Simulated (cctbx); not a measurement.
## What is wrong with this refinement?

Cell a = 5.8630 Å, b = 5.8630 Å, c = 7.9620 Å, α = 90.00°, β = 90.00°, γ = 120.00°; space group P6_222 (no. 180). The compound is ZrPb2.

Simulated single-crystal data (cctbx): Cu Kα, λ = 1.54184 Å, to d = 0.83 Å, 95 % of the full sphere, strongest reflection 40000 counts, noise from counting, a 4 % proportional error and a noise floor of 8 counts (s.d.); no absorption.

An anisotropic refinement with weights 1/σ² prints:

```text
Rint 0.027, 11 unique reflections to 2.14 A
cycle     R1     wR2    GooF  max shift (A)
   1  0.0080  0.0277   2.842   0.00149
   2  0.0011  0.0023   0.240   0.00000
final R1 0.0011 wR2 0.0023 GooF 0.240  parameters 8  data/parameter 1.4
atom        x        y        z      Ueq    occ   su(xyz)  su(Uiso or U11)
Pb1    0.32837  0.16418  0.16667   0.0098  1.000  0.00005  0.0011
Zr1    0.00000  0.50000  0.16667   0.0156  1.000  0.00000  0.0016
difference map: max 0.03 min -0.01 rms 0.01
Q1    0.1890  0.3780  0.0000    6    0.03  2.07 A from Zr1
Q2    0.1250  0.2500  0.0000    6    0.02  2.01 A from Pb1
Q3    0.0000  0.5000  0.6667    3    0.02  2.16 A from Pb1
Q4    0.0000  0.2243  0.6667    6    0.00  1.57 A from Pb1
```

**Question.** Can this result stand? If not, what is the likely fault?

Mend it. The fault: data cut at low resolution. Against the right model at the same level, R1 goes from 0.0070 to 0.0011 and GooF from 0.97 to 0.24. The atoms are right, but there are too few data for the parameters: R1 flatters and the s.u.s grow. Data per parameter fall from 18.6 to 1.4.

The compound is ZrPb2. The right model at the same level gives:

```text
Rint 0.033, 149 unique reflections to 0.83 A
cycle     R1     wR2    GooF  max shift (A)
   1  0.0253  0.0666   3.427   0.00067
   2  0.0070  0.0188   0.966   0.00000
final R1 0.0070 wR2 0.0188 GooF 0.966  parameters 8  data/parameter 18.6
atom        x        y        z      Ueq    occ   su(xyz)  su(Uiso or U11)
Pb1    0.32853  0.16426  0.16667   0.0126  1.000  0.00004  0.0002
Zr1    0.00000  0.50000  0.16667   0.0193  1.000  0.00000  0.0004
Flack x: -0.07(16)
Hooft y: 0.112(85)  Bijvoet pairs: 35
difference map: max 0.81 min -0.39 rms 0.15
Q1    0.0000  0.0000  0.0400    6    0.81  1.95 A from Pb1
Q2    0.1697  0.3320  0.3669   12    0.49  1.06 A from Pb1
Q3    0.0000  0.5000  0.0418    6    0.47  0.99 A from Zr1
Q4    0.9962  0.2696  0.0167   12    0.41  1.68 A from Pb1
Q5    0.1696  0.3831  0.9655   12    0.40  2.00 A from Zr1
Q6    0.0964  0.1928  0.5000    6    0.38  0.69 A from Pb1
```

The model is made up (kin elements in a known structure type, no relaxation), so it says nothing on whether the phase exists.

[Middle refinement cycles are left out of these outputs.]

[Logs are printed without paths, hosts, clocks, repeated set-up lines and the standing remarks that a program may print on its own settings, such as how far it seeks lower states.]
